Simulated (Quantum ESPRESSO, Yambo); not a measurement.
# SnGeH2 (chair-type functionalised monolayer): G0W0 with Yambo, start to end, part 2 of 3

Aim: the G0W0 gap of SnGeH2 (chair-type functionalised monolayer) on PBE, step by step.

Quantum ESPRESSO 7.5 and Yambo 5.3.0; PBE and many-body steps on it, plane waves. Known limits of the many-body steps: not at the basis limit; no spin-orbit coupling.

So far. Step 2 (Ground state): The gap is direct, at Γ. Step 3 (Bands along the symmetry lines): The gap is 0.609 eV, as in the run before at this level.

**4. Empty states on the mesh, 6×6×1 mesh, 103 bands**

Level of this step: DFT, PBE, plane waves, norm-conserving pseudopotentials (Quantum ESPRESSO).

The sums over transitions need many empty states on a uniform mesh; this step solves for them.

pw.in reads:

```
&control
  calculation = 'nscf'
  prefix = 'x'
  outdir = 'o'
  pseudo_dir = 'pseudo'
/
&system
  ibrav = 0
  nat = 4
  ntyp = 3
  ecutwfc = 116.0
  nbnd = 103
  force_symmorphic = .true.
/
&electrons
  conv_thr = 1e-9
  electron_maxstep = 80
  diago_full_acc = .true.
  diago_thr_init = 5e-6
/
ATOMIC_SPECIES
  Ge 72.63 Ge.upf
  Sn 118.71 Sn.upf
  H 1.008 H.upf
CELL_PARAMETERS angstrom
  4.3994631088 -0.0000000002 0.0000000000
  -2.1997315542 3.8100468153 0.0000000000
  0.0000000000 0.0000000000 17.0000000000
ATOMIC_POSITIONS crystal
  Ge 0.3333333333 0.6666666667 0.5282999711
  Sn 0.6666666667 0.3333333333 0.4825458173
  H 0.3333333333 0.6666666667 0.6197186829
  H 0.6666666667 0.3333333333 0.3803472934
K_POINTS automatic
  6 6 1 0 0 0
```

Command:

```bash
$ OMP_NUM_THREADS=1 mpirun -n 4 pw.x -nk 4 -in pw.in > pw.out
```

The program printed:

```text
[banner, memory and clock lines left out]
Program PWSCF v.7.5 starts

     Atomic positions and unit cell read from directory:
     o/x.save/

     Message from routine setup:
     using ibrav=0 with symmetry is DISCOURAGED, use correct ibrav instead

     G-vector sticks info

     bravais-lattice index     =            0
     lattice parameter (alat)  =       8.3138  a.u.
     unit-cell volume          =    1922.9833 (a.u.)^3
     number of atoms/cell      =            4
     number of atomic types    =            3
     number of electrons       =        46.00
     number of Kohn-Sham states=          103
     kinetic-energy cutoff     =     116.0000  Ry
     charge density cutoff     =     464.0000  Ry
     Exchange-correlation= PBE
                           (   1   4   3   4   0   0   0)

     celldm(1)=   8.313780  celldm(2)=   0.000000  celldm(3)=   0.000000
     celldm(4)=   0.000000  celldm(5)=   0.000000  celldm(6)=   0.000000

     crystal axes: (cart. coord. in units of alat)
               a(1) = (   1.000000  -0.000000   0.000000 )
               a(2) = (  -0.500000   0.866025   0.000000 )
               a(3) = (   0.000000   0.000000   3.864108 )

     reciprocal axes: (cart. coord. in units 2 pi/alat)
               b(1) = (  1.000000  0.577350 -0.000000 )
               b(2) = (  0.000000  1.154701 -0.000000 )
               b(3) = ( -0.000000 -0.000000  0.258792 )
     Pseudo is Norm-conserving + core correction, Zval = 22.0
     Generated using ONCVPSP code by D. R. Hamann
     Using radial grid of 1560 points,  6 beta functions with:
     Pseudo is Norm-conserving + core correction, Zval = 22.0
     Generated using ONCVPSP code by D. R. Hamann
     Using radial grid of 1628 points,  6 beta functions with:
     Pseudo is Norm-conserving, Zval =  1.0
     Generated using ONCVPSP code by D. R. Hamann
     Using radial grid of 1166 points,  3 beta functions with:
     Ge               22.00    72.63000     Ge( 1.00)
     Sn               22.00   118.71000     Sn( 1.00)
     H                 1.00     1.00800     H ( 1.00)

      6 Sym. Ops. (no inversion) found

   Cartesian axes

     site n.     atom                  positions (alat units)
         1        Ge     tau(   1) = (  -0.0000000   0.5773503   2.0414081  )
         2        Sn     tau(   2) = (   0.5000000   0.2886751   1.8646091  )
         3        H      tau(   3) = (  -0.0000000   0.5773503   2.3946598  )
         4        H      tau(   4) = (   0.5000000   0.2886751   1.4697030  )

     number of k points=     7
                       cart. coord. in units 2pi/alat
        k(    1) = (   0.0000000   0.0000000   0.0000000), wk =   0.0555556
        k(    2) = (   0.0000000   0.1924501   0.0000000), wk =   0.3333333
        k(    3) = (   0.0000000   0.3849002   0.0000000), wk =   0.3333333
        k(    4) = (  -0.0000000  -0.5773503   0.0000000), wk =   0.1666667
        k(    5) = (   0.1666667   0.2886751   0.0000000), wk =   0.3333333
        k(    6) = (   0.1666667   0.4811252   0.0000000), wk =   0.6666667
        k(    7) = (   0.3333333   0.5773503   0.0000000), wk =   0.1111111

     Dense  grid:   324761 G-vectors     FFT dimensions: (  60,  60, 225)

     The potential is recalculated from file :
     o/x.save/charge-density

     Starting wfcs are   28 randomized atomic wfcs +   75 random wfcs

     Band Structure Calculation

     End of band structure calculation

          k = 0.0000 0.0000 0.0000 ( 40605 PWs)   bands (ev):

  -165.0193-130.8570-112.1652-112.1652-112.1133 -86.6486 -86.6486 -86.6000
   -25.9017 -25.9017 -25.8852 -25.8502 -25.8502 -22.8675 -22.8559 -22.8559
   -22.7890 -22.7890 -12.1057  -7.6911  -4.2690  -2.0029  -2.0029  -1.3943
     1.7708   1.7973   1.7973   2.3473   3.3277   3.3761   4.9798   5.2852
[...]
23.0554  23.1749  23.1749  23.2713  23.2713  23.4263  24.3795

          k = 0.0000 0.1925 0.0000 ( 40593 PWs)   bands (ev):

  -165.0193-130.8570-112.1652-112.1652-112.1133 -86.6486 -86.6486 -86.6000
[...]
23.0623  23.5935  24.4502  24.6396  24.7003  24.7782  24.9474

          k = 0.0000 0.3849 0.0000 ( 40573 PWs)   bands (ev):

  -165.0193-130.8570-112.1652-112.1652-112.1133 -86.6486 -86.6486 -86.6000
[...]
19.9153  20.1846  20.3558  20.3900  20.7186  20.8293  21.0119  21.2854
    21.4011  21.5648  22.3850  22.4591  22.6369  22.6944  22.9246  22.9823
    23.0546  23.3017  23.4304  23.9167  24.3283  24.3662  24.5935

          k =-0.0000-0.5774 0.0000 ( 40578 PWs)   bands (ev):

     [... further k-points ...]

     highest occupied, lowest unoccupied level (ev):    -2.0029   -1.3943

     XML data file, pseudopotentials, collected wavefunctions
```

The job ended after 70 s (4 MPI ranks of Arm Neoverse V1, shared host; peak memory 2 GiB).

This step gave:

```yaml
gap: 0.6086 eV
k_of_the_valence_top: 0, 0, 0
k_of_the_conduction_bottom: 0, 0, 0
least_direct_gap: 0.6086 eV
k_points_computed: 7
lowest_point_of_the_top_converged_band_above_the_valence_top: 26.22 eV
```

On this mesh the gap is 0.609 eV.

**5. Conversion and set-up**

This step: Yambo 5.3.0; conversion and set-up on PBE, plane waves, norm-conserving pseudopotentials.

The states are converted to the many-body program's format and the q mesh is built.

Command:

```bash
$ (cd o/x.save; p2y > p2y.log; mv SAVE ../..); yambo > setup.log
```

The program printed:

```text
 Yambo, version 5.3.0

 [02] CORE Variables Setup
 =========================

  [02.01] Unit cells
  ==================

  Cell kind             :  HCP
  Atoms in the cell     :  Ge  Sn  H
  number of Ge atoms    :  1
  number of Sn atoms    :  1
  number of H  atoms    :  2

  List of atomic masses
  Mass of Ge    :  72.63000
  Mass of Sn    :  118.7100
  Mass of H     :  1.008000

  List of atomic coordinates    : [cc]
  Ge1       : -0.16373E-09   4.8000       16.972      order 1
  Sn1       :   4.15689   2.39998  15.50195  order 2
  H1       : -0.16373E-09   4.8000       19.909      order 3
  H2       :   4.15689   2.39998  12.21879  order 4

  Alat factors          :   8.31378   7.19995  32.12534 [a.u.]
  Direct lattice volume :   1922.98    [a.u.]
  Direct lattice vectors:  A[ 1 ]  A[ 2 ]  A[ 3 ]
   A[ 1 ]:   1.0000     -0.52493E-10   0.0000      [iru]
    8.3138     -0.37795E-09   0.0000      [cc]
   A[ 2 ]: -0.500000  1.000000  0.000000  [iru]
  -4.156890  7.199945  0.000000  [cc]
   A[ 3 ]:  0.000000  0.000000  1.000000  [iru]
    0.00000   0.00000  32.12534  [cc]

  Recip. lattice volume :  0.128992 [a.u.]
  Recip. lattice vectors:  B[ 1 ]  B[ 2 ]  B[ 3 ]
   B[ 1 ]:  1.000000  0.500000  0.000000  [iku]
   0.755756  0.436336 -0.000000  [cc]
   B[ 2 ]:  0.52493E-10   1.0000       0.0000      [iku]
   0.39672E-10  0.87267      -0.0000      [cc]
   B[ 3 ]:  0.000000  0.000000  1.000000  [iku]
  -0.000000 -0.000000  0.195583  [cc]

  [02.02] Symmetries
  ==================

  Inversion symmetry    : yes
  Spatial inversion     : no
  Inversion index       :   7
  K-space Time-reversal : yes
  Magnetic symmetries   : no
  Time-reversal derived K-space symmetries:   7  12
  Group table correct   : yes
  Symmetries units      :  [cc]

   [S  1]:   1.0000     -0.25848E-26   0.0000      0.29978E-16   1.0000       0.0000       0.0000       0.0000       1.0000
   [S  2]: -0.500000  0.866025  0.000000 -0.866025 -0.500000  0.000000  0.000000  0.000000  1.000000
   [S  3]: -0.500000 -0.866025  0.000000  0.866025 -0.500000  0.000000  0.000000  0.000000  1.000000
   [S  4]:  -1.0000      0.90920E-10   0.0000      0.10499E-09   1.0000       0.0000       0.0000       0.0000       1.0000
   [S  5]:  0.500000  0.866025  0.000000  0.866025 -0.500000  0.000000  0.000000  0.000000  1.000000
   [S  6]:  0.500000 -0.866025  0.000000 -0.866025 -0.500000  0.000000  0.000000  0.000000  1.000000
   [S* 7]:  -1.0000      0.25848E-26  -0.0000     -0.29978E-16  -1.0000      -0.0000      -0.0000      -0.0000      -1.0000
   [S* 8]:  0.500000 -0.866025 -0.000000  0.866025  0.500000 -0.000000 -0.000000 -0.000000 -1.000000
   [S* 9]:  0.500000  0.866025 -0.000000 -0.866025  0.500000 -0.000000 -0.000000 -0.000000 -1.000000
   [S*10]:   1.0000     -0.90920E-10  -0.0000     -0.10499E-09  -1.0000      -0.0000      -0.0000      -0.0000      -1.0000
[...]
K/Q-points units:
  rlu = crystal or reduced units; cc = cartesian coordinates; iku = interal k-units

  K [1]          [rlu]:  0.000000  0.000000  0.000000
         WF components:   40605
  K [2]          [rlu]: -0.71079E-27  0.16667       0.0000
         WF components:   40593
  K [3]          [rlu]:  0.83799E-26  0.33333       0.0000
         WF components:   40573
  K [4]          [rlu]: -0.59995E-26 -0.50000       0.0000
         WF components:   40578
  K [5]          [rlu]:  0.166667  0.166667  0.000000
         WF components:   40560
  K [6]          [rlu]:  0.166667  0.333333  0.000000
         WF components:   40579
  K [7]          [rlu]:  0.333333  0.333333  0.000000
         WF components:   40536

  [02.05] Energies & Occupations
  ==============================

  [X] === General ===
  [X] Electronic Temperature                        :  0.000000  0.000000 [eV K]
  [X] Bosonic    Temperature                        :  0.000000  0.000000 [eV K]
  [X] Finite Temperature mode                       : no
  [X] El. density                                   :  0.16143E+24 [cm-3]
  [X] Fermi Level                                   : -2.002869 [eV]

  [X] === Gaps and Widths ===
  [X] Conduction Band Min                           :  0.608571 [eV]
  [X] Valence Band Max                              :  0.000000 [eV]
  [X] Filled Bands                                  :  23
  [X] Empty Bands                                   :   24  103
  [X] Direct Gap                                    :  0.608571 [eV]
  [X] Direct Gap localized at k                     :  1
  [X] Indirect Gap                                  :  0.608571 [eV]
  [X] Indirect Gap between kpts                     :  1  1
  [X] Last valence band width                       :  2.590794 [eV]
  [X] 1st conduction band width                     :  3.585725 [eV]

  E @ K [1]:  [eV]
  -163.0164 -128.8541 -110.1623 -110.1623 -110.1104  -84.6457  -84.6457  -84.5972
[...]
occ @ K [1]
[...]
E @ K [2]:  [eV]
[...]
occ @ K [2]
[...]
E @ K [3]:  [eV]
[...]
occ @ K [3]
[...]
E @ K [4]:  [eV]
[...]
occ @ K [4]
[...]
E @ K [5]:  [eV]
[...]
occ @ K [5]
[...]
E @ K [6]:  [eV]
[...]
occ @ K [6]
[...]
E @ K [7]:  [eV]
[...]
occ @ K [7]
[...]
0.000000  0.000000  0.000000  0.000000  0.000000  0.000000  0.000000  0.000000
   0.000000  0.000000  0.000000  0.000000  0.000000  0.000000  0.000000  0.000000

 [03] Transferred momenta grid and indexing
 ==========================================

 IBZ Q-points                                      :   7
 BZ  Q-points                                      :   36

 K/Q-points units:
 rlu = crystal or reduced units; cc = cartesian coordinates; iku = interal k-units

 Q [1]          [rlu]:  0.000000  0.000000  0.000000
 Q [2]          [rlu]:  0.57692E-17  0.16667       0.0000
 Q [3]          [rlu]:  0.11538E-16  0.33333       0.0000
 Q [4]          [rlu]: -0.17308E-16 -0.50000       0.0000
 Q [5]          [rlu]:  0.166667  0.166667  0.000000
 Q [6]          [rlu]:  0.166667  0.333333  0.000000
 Q [7]          [rlu]:  0.333333  0.333333  0.000000

  [03.01] X indexes
  =================

   [03.01.01] Sigma indexes
   ========================

 [06] Game Over & Game summary
```

It took 5.9 s on 1 MPI rank; peak memory 0.3 GiB.

(Part 2 of 3 ends here.)

[Paths, hosts, dates, memory and timing lines, banners, echoed tables and standing remarks are left out of the program output.]

[Logs are printed without paths, hosts, clocks, repeated set-up lines and the standing remarks that a program may print on its own settings, such as how far it seeks lower states.]

[Runs of the session that timed out or met a known fault of the program may be left out.]

[Hosts, paths, dates, database ids (printed as entryN), source tags and the programs' standing remarks are cut or masked in the printed files.]
